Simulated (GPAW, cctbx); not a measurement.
## RbGeF3: deformation density and structure factors from DFT

Question: by how much does bonding change the X-ray structure factors of RbGeF3, how firmly does DFT give the change, and what does a routine refinement make of it?

The start was made by putting kin elements into a known structure type; the compound need not exist, or be stable, in this form. All numbers below are calculated.

**1. Find the equilibrium geometry**

The density hangs on the geometry, so cell and atoms are relaxed first, with the symmetry held. The cutoff is set higher than for the density because stress converges slowly with plane waves.

Settings: GPAW 26.7.0, PBE, 670 eV, 3×3×3 k-points, Fermi–Dirac width 0.05 eV, BFGS to 0.03 eV/Å.

```text
cell
1.0
     4.726000000    0.000000000    0.000000000
     0.000000000    4.726000000    0.000000000
     0.000000000    0.000000000    4.726000000
Rb Ge F
1 1 3
Direct
0.000000000 0.000000000 0.000000000
0.500000000 0.500000000 0.500000000
0.500000000 0.500000000 0.000000000
0.500000000 0.000000000 0.500000000
0.000000000 0.500000000 0.500000000
```

```console
$ OMP_NUM_THREADS=1 mpirun -n 4 gpaw python run.py > gpaw.log
```

```text
BFGS:    0      -22.143210        0.806520
BFGS:    1      -22.169177        0.781514
BFGS:    2      -22.418012        0.397102
BFGS:    3      -22.473010        0.091213
BFGS:    4      -22.479887        0.008087
cell  4.4655 4.4655 4.4655  90.00 90.00 90.00
volume 89.044 A^3, largest force 0.000 eV/A, largest stress 0.07 GPa
```

The cell moved far, while the k-mesh and basis were chosen for the start, so the final shape may be somewhat biased.

After 4 steps the volume has changed by -15.6 % and the energy by -0.337 eV; the largest stress left is 0.07 GPa. With N, O or F the basis is still incomplete for stress at this cutoff, so the printed stress understates the error and the volume may be off by a per cent or two. It took 32 s on 4 cores of Arm Neoverse N1 (shared host), peak memory 0.84 GiB.

Relaxed structure: Pm-3m (no. 221), a = 4.4655 Å, b = 4.4655 Å, c = 4.4655 Å, α = 90.00°, β = 90.00°, γ = 90.00°.

| atom | mult. | x | y | z |
| --- | --- | --- | --- | --- |
| Rb1 | 1 | 0 | 0 | 0 |
| Ge1 | 1 | 1/2 | 1/2 | 1/2 |
| F1 | 3 | 1/2 | 1/2 | 0 |

**2. The all-electron density**

X-rays see the whole electron density, so the PAW density is rebuilt with its core regions. Subtracting spherical free atoms from the same code cancels the cores and leaves the deformation density Δρ, the part due to bonding.

Settings: PBE, 550 eV, 4×4×4 k-points, Fermi–Dirac width 0.05 eV; primitive cell of 5 atoms.

```console
$ OMP_NUM_THREADS=1 mpirun -n 4 gpaw python run.py > gpaw.log
```

```text
|iter:   1|       0s |  -24.054741 | -0.67 |       |
|iter:   2|       1s |  -23.589252 | -1.89 | -1.07 |
|iter:   3|       1s |  -22.328135 | -0.56 | -1.12 |
...
|iter:   7|       3s |  -22.329880c| -5.86 | -3.19 |
|iter:   8|       4s |  -22.329883c| -7.13 | -3.89 |
|iter:   9|       4s |  -22.329883c| -7.63c| -4.82c|
```

```text
grid (50, 50, 50)  electrons 96.000  moved by bonding 0.999 e
deformation density beyond 0.5 A of the nuclei: max 0.147, min -0.053 e/A^3
atom        x       y       z   Voronoi charge  moment
Rb1    0.0000  0.0000  0.0000      0.198       0.00
Ge2    0.5000  0.5000  0.5000      0.368       0.00
F 3    0.5000  0.5000  0.0000     -0.189       0.00
F 4    0.5000  0.0000  0.5000     -0.189       0.00
F 5    0.0000  0.5000  0.5000     -0.189       0.00
mean inner potential of superposed free atoms 13.023 V
total magnetic moment 0.000 muB
```

Deformation density in a plane through the shortest contact of the Ge atom at the origin, in 0.01 e/Å³ (clipped at ±99); x from -1.6 to 3.8 Å, y from 2.4 down to -2.4 Å:

```text
 -1   0   4  11   .   .  12   3   0  -1  -1  -1  -1   0   3  12
 -1   0   4  12   .   .  12   3   0  -1  -1  -1  -1   0   3  11
 -1  -1   1   5  12  11   4   1  -1  -1  -1  -1  -1  -1   0   4
 -1  -2  -2  -1   2   2  -1  -2  -2  -1   0   0   0  -2  -2  -2
  2  -2  -4  -4  -3  -3  -4  -4  -1   3   5   6   3  -1  -4  -5
  7   1  -4  -2   .  -1  -2  -3   2   9   8   .  10   3  -3  -3
 12   4  -1   1   .   .   0  -1   5   9   .   .   4   5  -2  -1
  7   1  -4  -2   .  -1  -2  -3   2   9   8   .  10   3  -3  -3
  2  -2  -4  -4  -3  -3  -4  -4  -1   3   5   6   3  -1  -4  -5
 -1  -2  -2  -1   2   2  -1  -2  -2  -1   0   0   0  -2  -2  -2
 -1  -1   1   5  12  11   4   1  -1  -1  -1  -1  -1  -1   0   4
 -1   0   4  12   .   .  12   3   0  -1  -1  -1  -1   0   3  11
 -1   0   4  11   .   .  12   3   0  -1  -1  -1  -1   0   3  12
```

Atoms in or within 0.15 Å of the plane: Ge (0.0, 0.0), F (2.2, 0.0), F (0.0, 2.2), F (0.0, -2.2) Å. Dots mark points within about 0.45 Å of a nucleus; large values next to them are atomic features.

F gains most (-0.19 e) and Ge loses most (+0.37 e); F is the most electronegative element, but the order of the others doesn't follow electronegativity. Such charges fall far short of formal ones, since overlapping free atoms already put density on their neighbours. Along the shortest contact from the Ge atom at the map's origin, Ge–F at 2.23 Å, Δρ is 0.00 e/Å³ at the midpoint and highest, +0.11, 1.58 Å from Ge (points within 0.5 Å of a nucleus left out): little sits at the middle, as in a polar contact, whose build-up shifts to the more electronegative atom. At the midpoints of other shortest contacts it is -0.01 (Rb–F, 3.16 Å) and -0.03 (F–F, 3.16 Å) e/Å³. Point values carry grid noise of about 0.01 e/Å³. The run needed 9 iterations, 11 s.

**3. Structure factors**

The Fourier components of Δρ, added to those of the free atoms, give the static X-ray structure factors; the Mott–Bethe relation turns them into the Fourier components V of the potential that fast electrons feel.

```text
static structure factors of the conventional cell: F in electrons, V (Mott-Bethe) in volts
   h  k  l      d  |F| table  |F| free   |F| DFT   change   |V| free  |V| DFT  change %
   0  1  0  4.4655     3.814     3.766     3.858    0.091     0.240    0.146    -39.0
   0  1  1  3.1576    51.031    51.104    50.770   -0.334     4.566    4.737      3.8
   1  1  1  2.5782    24.306    24.166    24.863    0.696     2.680    2.442     -8.9
   0  2  0  2.2327    71.862    71.716    72.282    0.567     6.232    6.086     -2.3
   0  2  1  1.9970     2.505     2.405     2.579    0.174     0.327    0.292    -10.9
   1  2  1  1.8230    43.688    43.657    43.642   -0.016     2.796    2.798      0.1
   0  2  2  1.5788    60.594    60.453    60.569    0.116     4.561    4.546     -0.3
   1  2  2  1.4885     1.648     1.555     1.598    0.043     0.279    0.274     -1.8
   0  3  0  1.4885     1.648     1.555     1.617    0.062     0.279    0.272     -2.5
   0  3  1  1.4121    39.436    39.368    39.379    0.011     2.118    2.117     -0.1
   1  3  1  1.3464    15.127    15.170    15.146   -0.024     1.570    1.573      0.1
   2  2  2  1.2891    53.357    53.276    53.254   -0.022     3.654    3.656      0.1
   0  3  2  1.2385     0.813     0.769     0.767   -0.003     0.255    0.255      0.1
   1  3  2  1.1935    36.326    36.250    36.247   -0.003     1.741    1.741      0.0
```

The largest X-ray change is +0.70 e on 111, 2.9 % of |F|. For electrons V goes as (Z − F)/g², so a change of F counts against Z − F, which is small at low angle and wherever the atoms' terms cancel: |V| of 010 moves by -39.0 % (0.24 to 0.15 V) against +2.4 % in |F|. The tabulated Hartree–Fock atoms differ from the free DFT atoms by up to 0.15 e, so the choice of reference atom matters too.

**4. Which functional?**

The same geometry is run with other functionals, to see whether the bonding signal is larger than the spread between approximations. Free atoms are LDA for LDA and PBE otherwise. Any other changed setting is in the row's label.

```csv
run,ΔF 111 (e),ΔF 020 (e),ΔF 011 (e),q(F) (e),moved (e),time
PBE,+0.696,+0.567,-0.334,-0.189,0.999,11 s
LDA,+0.645,+0.501,-0.335,-0.187,0.936,11 s
RPBE,+0.738,+0.610,-0.331,-0.190,1.061,11 s
```

At the base's settings ΔF(111) spans +0.645 to +0.738 e, a spread of 13 % of the PBE value; over the three listed reflections the spread is at most 19 %, so sign and size hold across the functionals. Times are from shared hosts.

**5. Refining ordinary atoms against data with bonding**

Routine crystallography fits spherical atoms. To see the bias, intensities are simulated from tabulated atoms plus the DFT change ΔF, so that bonding alone can misfit (2944 reflections of the full sphere, merged to the counts below, to 0.5 Å, 1 % proportional noise plus counting noise, assumed isotropic U as listed, Δρ smeared by the mean U) and refined with cctbx over different ranges.

| range | data | R1 | GooF | U Rb1 (true 0.0047) | U Ge1 (true 0.005) | U F1 (true 0.0073) | largest shift (Å) | Δρ max, min (e/Å³) |
| --- | --- | --- | --- | --- | --- | --- | --- | --- |
| all data | 104 | 0.0031 | 1.51 | 0.0047 | 0.0050 | 0.0072 | 0.0000 | 0.19, -0.09 |
| low resolution, d > 0.84 | 30 | 0.0041 | 2.46 | 0.0048 | 0.0051 | 0.0072 | 0.0000 | 0.13, -0.10 |
| high order, d < 0.75 | 65 | 0.0022 | 0.84 | 0.0047 | 0.0050 | 0.0071 | 0.0000 | 0.06, -0.08 |
| occupancies free, d > 0.7 | 45 | 0.0029 | 1.60 | 0.0047 | 0.0050 | 0.0081 | 0.0000 | 0.07, -0.09 |

With all data GooF is 1.51, so the misfit of spherical atoms stands above the noise; the top residual peak lies 0.00 Å from F and 2.23 Å from Ge, on the atom. No U is off by more than 3 s.u. at low resolution. Symmetry fixes every coordinate, so the shifts are zero by construction. With Rb1 held at 1 and the scale free, the other occupancies refine to Ge1 1.001(0.001) and F1 1.022(0.004), on sites that are all full: they absorb part of the misfit, and only ratios to the fixed site mean anything.

**6. Answer**

Bonding moves 1.00 e in the primitive cell of RbGeF3 and changes the structure factors of the conventional cell in the table above by at most 0.70 e (111, 2.9 %), and among reflections above 2 % of the strongest by up to 7.2 % (021). The shortest bond, Ge–F, has Δρ = 0.00 e/Å³ at its midpoint, low for a shared bond; with the charge transfer this is a polar contact. At the base's settings ΔF(111) spans +0.645 to +0.738 e, a spread of 13 % of the PBE value; over the three listed reflections the spread is at most 19 %, so sign and size hold across the functionals. With all data GooF is 1.51, so the misfit of spherical atoms stands above the noise. Limits: static density, frozen cores, no spin–orbit coupling; the cell was relaxed below the cutoff at which stress converges for N, O or F.

[Outputs are excerpts: Python notices, other lines and further rows are left out; steps that failed or that the build refused (PBEsol, TPSS) are not shown.]

[Logs are printed without paths, hosts, clocks, repeated set-up lines and the standing remarks that a program may print on its own settings, such as how far it seeks lower states.]
